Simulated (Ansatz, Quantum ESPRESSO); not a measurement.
# Al(111) with five reversed steps (a twin lamella): ballistic transmission, part 2 of 4

How well does the junction conduct in the ballistic limit? It is: Al(111) with five reversed steps (a twin lamella).

Quantum ESPRESSO 7.5; plane-wave DFT, PBEsol, GBRV ultrasoft pseudopotentials; cross-check by Ansatz 0.2.0 with PAW datasets.

So far. Step 2 (SCF with pw.x): The run needed 35 iterations to bring the estimated error under 1e-07 Ry; the largest force on any atom, held or free, is 0.03 eV/Å.

## (3) Transmission with pwcond.x

Level of this step: transmission by pwcond, lead and junction from one cell; plane-wave DFT, PBEsol, GBRV ultrasoft pseudopotentials (Quantum ESPRESSO).

prefixt takes both regions from one run: the lead from 0 to bdl, the scattering region from bdl to bds (units of alat). ikind = 1 puts the same lead on both sides. The program's T_tot counts both spins in a run without spin; the tables below give T per spin.

File cond.in:

```
&inputcond
  outdir = './out'
  prefixt = 'scf'
  tran_file = 'cond.dat'
  bdl = 2.4494897419
  bds = 20.4124145238
  ikind = 1
  ewind = 4.0
  epsproj = 1e-05
  nz1 = 7
  energy0 = 0.4
  denergy = -0.4
/
19
  0.00000000 0.00000000 0.00694444
  0.00000000 0.08333333 0.04166667
  0.00000000 0.16666667 0.04166667
  0.00000000 0.25000000 0.04166667
  0.00000000 0.33333333 0.04166667
  0.00000000 0.41666667 0.04166667
  0.00000000 0.50000000 0.02083333
  0.08333333 0.16666667 0.04166667
  0.08333333 0.25000000 0.08333333
  0.08333333 0.33333333 0.08333333
  0.08333333 0.41666667 0.08333333
  0.08333333 0.50000000 0.08333333
  0.16666667 0.33333333 0.04166667
  0.16666667 0.41666667 0.08333333
  0.16666667 0.50000000 0.08333333
  0.16666667 0.58333333 0.04166667
  0.25000000 0.50000000 0.04166667
  0.25000000 0.58333333 0.08333333
  0.33333333 0.66666667 0.01388889
3
```

On the command line:

```sh
> OMP_NUM_THREADS=1 mpirun -n 2 pwcond.x -in cond.in > cond.out
```

Output:

```text
[banner, memory and clock lines left out]
Program PWCOND v.7.5 starts

          URL

     ./out/scf.save/

     IMPORTANT: XC functional enforced from input :
     Exchange-correlation= PBESOL
                           (   1   4  10   8   0   0   0)
     Any further DFT definition will be discarded
     Please, verify this is what you really want

     Reading collected, re-writing distributed wavefunctions

===== INPUT FILE containing all the regions =====

     GEOMETRY:

     lattice parameter (alat)  =       5.3984  a.u.
     the volume                =    2781.1263 (a.u.)^3
     the cross section         =      25.2384 (a.u.)^2
     l of the unit cell        =      20.4124 (alat)
     number of atoms/cell      =           25
     number of atomic types    =            1

     crystal axes: (cart. coord. in units of alat)
               a(1) = (  1.0000  0.0000  0.0000 )
               a(2) = (  0.5000  0.8660  0.0000 )
               a(3) = (  0.0000  0.0000 20.4124 )

   Cartesian axes

     site n.     atom                  positions (alat units)
          1        Al     tau(  1)=(  0.0000  0.0000 20.4124  )
          2        Al     tau(  2)=(  0.5000  0.2887  0.8165  )
          3        Al     tau(  3)=(  1.0000  0.5774  1.6330  )
          4        Al     tau(  4)=(  0.0000  0.0000  2.4495  )
          5        Al     tau(  5)=(  0.5000  0.2887  3.2660  )
          6        Al     tau(  6)=(  1.0000  0.5774  4.0825  )
          7        Al     tau(  7)=(  0.0000  0.0000  4.8990  )
          8        Al     tau(  8)=(  0.5000  0.2887  5.7155  )
          9        Al     tau(  9)=(  1.0000  0.5774  6.5320  )
         10        Al     tau( 10)=(  0.5000  0.2887  7.3485  )
         11        Al     tau( 11)=(  0.0000  0.0000  8.1650  )
         12        Al     tau( 12)=(  1.0000  0.5774  8.9815  )
         13        Al     tau( 13)=(  0.5000  0.2887  9.7980  )
         14        Al     tau( 14)=(  0.0000  0.0000 10.6145  )
         15        Al     tau( 15)=(  0.5000  0.2887 11.4310  )
         16        Al     tau( 16)=(  1.0000  0.5774 12.2474  )
         17        Al     tau( 17)=(  0.0000  0.0000 13.0639  )
         18        Al     tau( 18)=(  0.5000  0.2887 13.8804  )
         19        Al     tau( 19)=(  1.0000  0.5774 14.6969  )
         20        Al     tau( 20)=(  0.0000  0.0000 15.5134  )
         21        Al     tau( 21)=(  0.5000  0.2887 16.3299  )
         22        Al     tau( 22)=(  1.0000  0.5774 17.1464  )
         23        Al     tau( 23)=(  0.0000  0.0000 17.9629  )
         24        Al     tau( 24)=(  0.5000  0.2887 18.7794  )
         25        Al     tau( 25)=(  1.0000  0.5774 19.5959  )

     nr1s                      =           24
     nr2s                      =           24
     nr3s                      =          450
     nr1sx                     =           24
     nr2sx                     =           24
     nr3sx                     =          450
     nr1                       =           25
     nr2                       =           25
     nr3                       =          500
     nr1x                      =           25
     nr2x                      =           25
     nr3x                      =          500

 _______________________________
  Radii of nonlocal spheres:

     type       ibeta     ang. mom.          radius (alat units)
       Al         1         0                    0.3554
       Al         2         1                    0.3554
       Al         3         2                    0.3554
----- General information -----

--- T calc. with identical leads (ikind=1) ---

     nrx                       =           24
     nry                       =           24
     nz1                       =            7

     energy0               =         4.0E-01
     denergy               =        -4.0E-01
     nenergy               =          3
     ecut2d                =         4.0E+01
     ewind                 =         4.0E+00
     epsproj               =         1.0E-05

     number of k_|| points=   19
                       cryst. coord.
        k(    1) = (   0.0000000   0.0000000), wk =   0.0069444
        k(    2) = (   0.0000000   0.0833333), wk =   0.0416667
        k(    3) = (   0.0000000   0.1666667), wk =   0.0416667
        k(    4) = (   0.0000000   0.2500000), wk =   0.0416667
        k(    5) = (   0.0000000   0.3333333), wk =   0.0416667
        k(    6) = (   0.0000000   0.4166667), wk =   0.0416667
        k(    7) = (   0.0000000   0.5000000), wk =   0.0208333
        k(    8) = (   0.0833333   0.1666667), wk =   0.0416667
        k(    9) = (   0.0833333   0.2500000), wk =   0.0833333
        k(   10) = (   0.0833333   0.3333333), wk =   0.0833333
        k(   11) = (   0.0833333   0.4166667), wk =   0.0833333
        k(   12) = (   0.0833333   0.5000000), wk =   0.0833333
        k(   13) = (   0.1666667   0.3333333), wk =   0.0416667
        k(   14) = (   0.1666667   0.4166667), wk =   0.0833333
        k(   15) = (   0.1666667   0.5000000), wk =   0.0833333
        k(   16) = (   0.1666667   0.5833333), wk =   0.0416667
        k(   17) = (   0.2500000   0.5000000), wk =   0.0416667
        k(   18) = (   0.2500000   0.5833333), wk =   0.0833333
        k(   19) = (   0.3333333   0.6666667), wk =   0.0138889
----- Information about left/right lead -----

     nocros                   =            9
     noins                    =           18
     norb                     =           36
     norbf                    =          207
     nrz                      =           54

      iorb      type   ibeta   ang. mom.   m       position (alat)
        1        1       1        0        1   taunew(   1)=(  0.0000  0.0000  0.0000)
        2        1       2        1        1   taunew(   2)=(  0.0000  0.0000  0.0000)
        3        1       2        1        2   taunew(   3)=(  0.0000  0.0000  0.0000)
        4        1       2        1        3   taunew(   4)=(  0.0000  0.0000  0.0000)
        5        1       3        2        1   taunew(   5)=(  0.0000  0.0000  0.0000)
        6        1       3        2        2   taunew(   6)=(  0.0000  0.0000  0.0000)
        7        1       3        2        3   taunew(   7)=(  0.0000  0.0000  0.0000)
        8        1       3        2        4   taunew(   8)=(  0.0000  0.0000  0.0000)
        9        1       3        2        5   taunew(   9)=(  0.0000  0.0000  0.0000)
       10        1       1        0        1   taunew(  10)=(  0.5000  0.2887  0.8165)
       11        1       2        1        1   taunew(  11)=(  0.5000  0.2887  0.8165)
       12        1       2        1        2   taunew(  12)=(  0.5000  0.2887  0.8165)
[...]
159        1       3        2        2   taunew( 159)=(  0.5000  0.2887 13.8804)
      160        1       3        2        3   taunew( 160)=(  0.5000  0.2887 13.8804)
      161        1       3        2        4   taunew( 161)=(  0.5000  0.2887 13.8804)
      162        1       3        2        5   taunew( 162)=(  0.5000  0.2887 13.8804)
      163        1       1        0        1   taunew( 163)=(  1.0000  0.5774 14.6969)
      164        1       2        1        1   taunew( 164)=(  1.0000  0.5774 14.6969)
      165        1       2        1        2   taunew( 165)=(  1.0000  0.5774 14.6969)
      166        1       2        1        3   taunew( 166)=(  1.0000  0.5774 14.6969)
      167        1       3        2        1   taunew( 167)=(  1.0000  0.5774 14.6969)
      168        1       3        2        2   taunew( 168)=(  1.0000  0.5774 14.6969)
      169        1       3        2        3   taunew( 169)=(  1.0000  0.5774 14.6969)
      170        1       3        2        4   taunew( 170)=(  1.0000  0.5774 14.6969)
      171        1       3        2        5   taunew( 171)=(  1.0000  0.5774 14.6969)
      172        1       1        0        1   taunew( 172)=(  0.0000  0.0000 15.5134)
      173        1       2        1        1   taunew( 173)=(  0.0000  0.0000 15.5134)
      174        1       2        1        2   taunew( 174)=(  0.0000  0.0000 15.5134)
      175        1       2        1        3   taunew( 175)=(  0.0000  0.0000 15.5134)
      176        1       3        2        1   taunew( 176)=(  0.0000  0.0000 15.5134)
      177        1       3        2        2   taunew( 177)=(  0.0000  0.0000 15.5134)
      178        1       3        2        3   taunew( 178)=(  0.0000  0.0000 15.5134)
      179        1       3        2        4   taunew( 179)=(  0.0000  0.0000 15.5134)
      180        1       3        2        5   taunew( 180)=(  0.0000  0.0000 15.5134)
      181        1       1        0        1   taunew( 181)=(  0.5000  0.2887 16.3299)
      182        1       2        1        1   taunew( 182)=(  0.5000  0.2887 16.3299)
      183        1       2        1        2   taunew( 183)=(  0.5000  0.2887 16.3299)
      184        1       2        1        3   taunew( 184)=(  0.5000  0.2887 16.3299)
      185        1       3        2        1   taunew( 185)=(  0.5000  0.2887 16.3299)
      186        1       3        2        2   taunew( 186)=(  0.5000  0.2887 16.3299)
      187        1       3        2        3   taunew( 187)=(  0.5000  0.2887 16.3299)
      188        1       3        2        4   taunew( 188)=(  0.5000  0.2887 16.3299)
      189        1       3        2        5   taunew( 189)=(  0.5000  0.2887 16.3299)
      190        1       1        0        1   taunew( 190)=(  1.0000  0.5774 17.1464)
      191        1       2        1        1   taunew( 191)=(  1.0000  0.5774 17.1464)
      192        1       2        1        2   taunew( 192)=(  1.0000  0.5774 17.1464)
      193        1       2        1        3   taunew( 193)=(  1.0000  0.5774 17.1464)
      194        1       3        2        1   taunew( 194)=(  1.0000  0.5774 17.1464)
      195        1       3        2        2   taunew( 195)=(  1.0000  0.5774 17.1464)
      196        1       3        2        3   taunew( 196)=(  1.0000  0.5774 17.1464)
      197        1       3        2        4   taunew( 197)=(  1.0000  0.5774 17.1464)
      198        1       3        2        5   taunew( 198)=(  1.0000  0.5774 17.1464)
      199        1       1        0        1   taunew( 199)=(  0.0000  0.0000 17.9629)
      200        1       2        1        1   taunew( 200)=(  0.0000  0.0000 17.9629)
      201        1       2        1        2   taunew( 201)=(  0.0000  0.0000 17.9629)
      202        1       2        1        3   taunew( 202)=(  0.0000  0.0000 17.9629)
      203        1       3        2        1   taunew( 203)=(  0.0000  0.0000 17.9629)
      204        1       3        2        2   taunew( 204)=(  0.0000  0.0000 17.9629)
      205        1       3        2        3   taunew( 205)=(  0.0000  0.0000 17.9629)
      206        1       3        2        4   taunew( 206)=(  0.0000  0.0000 17.9629)
      207        1       3        2        5   taunew( 207)=(  0.0000  0.0000 17.9629)
 ngper, shell number =           85          11
 ngper, n2d =           85          62
---  E-Ef =    0.4000000  k =    0.0000000   0.0000000
---  ie =          1  ik =          1
 Nchannels of the left tip =            1
 Right moving states:
   k1(2pi/a)   k2(2pi/a)   E-Ef (eV)
   0.0028365   0.0000002   0.4000000
 Left moving states:
   k1(2pi/a)   k2(2pi/a)   E-Ef (eV)
  -0.0028365   0.0000002   0.4000000

 to transmit
 Band j to band i transmissions and reflections:
    j         i     |T_ij|^2    |R_ij|^2

    1 -->     1     0.99986     0.00014
   Total T_j, R_j =    0.99986  0.00014

E-Ef(ev), T(x2 spins) =    0.4000000   1.9997109
---  E-Ef =    0.0000000  k =    0.0000000   0.0000000
---  ie =          2  ik =          1
 Nchannels of the left tip =            1
 Right moving states:
   k1(2pi/a)   k2(2pi/a)   E-Ef (eV)
  -0.0330793   0.0000002   0.0000000
 Left moving states:
   k1(2pi/a)   k2(2pi/a)   E-Ef (eV)
   0.0330793   0.0000002   0.0000000

 to transmit
 Band j to band i transmissions and reflections:
    j         i     |T_ij|^2    |R_ij|^2

    1 -->     1     1.00000     0.00000
   Total T_j, R_j =    1.00000  0.00000

E-Ef(ev), T(x2 spins) =    0.0000000   1.9999986
---  E-Ef =   -0.4000000  k =    0.0000000   0.0000000
---  ie =          3  ik =          1
 Nchannels of the left tip =            1
 Right moving states:
   k1(2pi/a)   k2(2pi/a)   E-Ef (eV)
  -0.0695553   0.0000003  -0.4000000
 Left moving states:
   k1(2pi/a)   k2(2pi/a)   E-Ef (eV)
   0.0695553   0.0000003  -0.4000000

 to transmit
 Band j to band i transmissions and reflections:
    j         i     |T_ij|^2    |R_ij|^2

    1 -->     1     1.00000     0.00000
   Total T_j, R_j =    1.00000  0.00000

E-Ef(ev), T(x2 spins) =   -0.4000000   1.9999998
 ngper, shell number =           85          47
 ngper, n2d =           85          63
[... further energies and points left out ...]
---  E-Ef =    0.4000000  k =    0.3333333   0.6666667
---  ie =          1  ik =         19
 Nchannels of the left tip =            3
 Right moving states:
   k1(2pi/a)   k2(2pi/a)   E-Ef (eV)
   0.0782844   0.0000006   0.4000000
   0.0783069   0.0000003   0.4000000
   0.0783920   0.0000003   0.4000000
 Left moving states:
   k1(2pi/a)   k2(2pi/a)   E-Ef (eV)
  -0.0782845   0.0000006   0.4000000
  -0.0783069   0.0000003   0.4000000
  -0.0783920   0.0000003   0.4000000

 to transmit
 Band j to band i transmissions and reflections:
    j         i     |T_ij|^2    |R_ij|^2

    1 -->     1     0.31895     0.67210
    1 -->     2     0.00000     0.00821
    1 -->     3     0.00011     0.00063
   Total T_j, R_j =    0.31906  0.68094

    2 -->     1     0.00000     0.00826
    2 -->     2     0.32076     0.67058
    2 -->     3     0.00010     0.00030
   Total T_j, R_j =    0.32086  0.67914

    3 -->     1     0.00011     0.00059
    3 -->     2     0.00010     0.00034
    3 -->     3     0.16179     0.83707
   Total T_j, R_j =    0.16200  0.83800

E-Ef(ev), T(x2 spins) =    0.4000000   1.6038447
---  E-Ef =    0.0000000  k =    0.3333333   0.6666667
---  ie =          2  ik =         19
 Nchannels of the left tip =            0
 Right moving states:
   k1(2pi/a)   k2(2pi/a)   E-Ef (eV)
 Left moving states:
   k1(2pi/a)   k2(2pi/a)   E-Ef (eV)

 to transmit
          E-Ef(ev), T =    0.0000000   0.0000000
---  E-Ef =   -0.4000000  k =    0.3333333   0.6666667
---  ie =          3  ik =         19
 Nchannels of the left tip =            0
 Right moving states:
   k1(2pi/a)   k2(2pi/a)   E-Ef (eV)
 Left moving states:
   k1(2pi/a)   k2(2pi/a)   E-Ef (eV)

 to transmit
          E-Ef(ev), T =   -0.4000000   0.0000000
   T_tot     0.40000      0.24031E+01
   T_tot     0.00000      0.20269E+01
   T_tot    -0.40000      0.19109E+01

Note: The following floating-point exceptions are signalling: IEEE_UNDERFLOW_FLAG
Note: The following floating-point exceptions are signalling: IEEE_UNDERFLOW_FLAG
```

Run time: 4.1 min. Hardware: 2 MPI ranks of Arm Neoverse N1, shared host; peak memory 0.16 GiB.

Read from the output:

| Item | Value |
| --- | --- |
| lead channels at the Fermi level, one spin | 1.257 |
| transmission at the Fermi level, one spin | 1.013 |
| conductance | 1.013 G₀ |

Per spin; mean over the k mesh across the current. The open channels, zone mean by energy, zero at the Fermi level:

```csv
energy (eV),"open channels, zone mean"
-0.400,1.38
0.000,1.26
0.400,1.38
```

Per spin; mean over the k mesh across the current. The transmission, zone mean by energy, zero at the Fermi level:

```csv
energy (eV),"transmission, zone mean"
-0.400,0.955
0.000,1.01
0.400,1.20
```

At 0.000 eV; k in fractions of b1, b2. Transmission by k point:

```csv
k1,k2,weight,t,channels
0,0,0.006944,1,1
0,0.08333,0.04167,1,1
0,0.1667,0.04167,1,1
0,0.25,0.04167,0.9996,1
0,0.3333,0.04167,0.01431,1
0,0.4167,0.04167,1.916,2
0,0.5,0.02083,1.972,2
0.08333,0.1667,0.04167,1,1
0.08333,0.25,0.08333,1,1
0.08333,0.3333,0.08333,0.9792,1
0.08333,0.4167,0.08333,1.486,2
0.08333,0.5,0.08333,1.96,2
0.1667,0.3333,0.04167,0.9992,1
0.1667,0.4167,0.08333,0.08087,1
0.1667,0.5,0.08333,0.9915,1
0.1667,0.5833,0.04167,1.936,2
0.25,0.5,0.04167,0.6761,1
0.25,0.5833,0.08333,0.3168,1
0.3333,0.6667,0.01389,0,0
```

At no point does T exceed the number of channels.

(Part 2 of 4 ends here.)

[Logs are printed without paths, hosts, clocks, repeated set-up lines and the standing remarks that a program may print on its own settings, such as how far it seeks lower states.]

[Hosts, paths, dates, database ids (printed as entryN), source tags and the programs' standing remarks are cut or masked in the printed files.]

[Maps of the electrostatic potential energy from Ansatz leave out the sawtooth potential of an applied field or a dipole correction, so their vacuum need not be flat; planar profiles and work functions include it.]
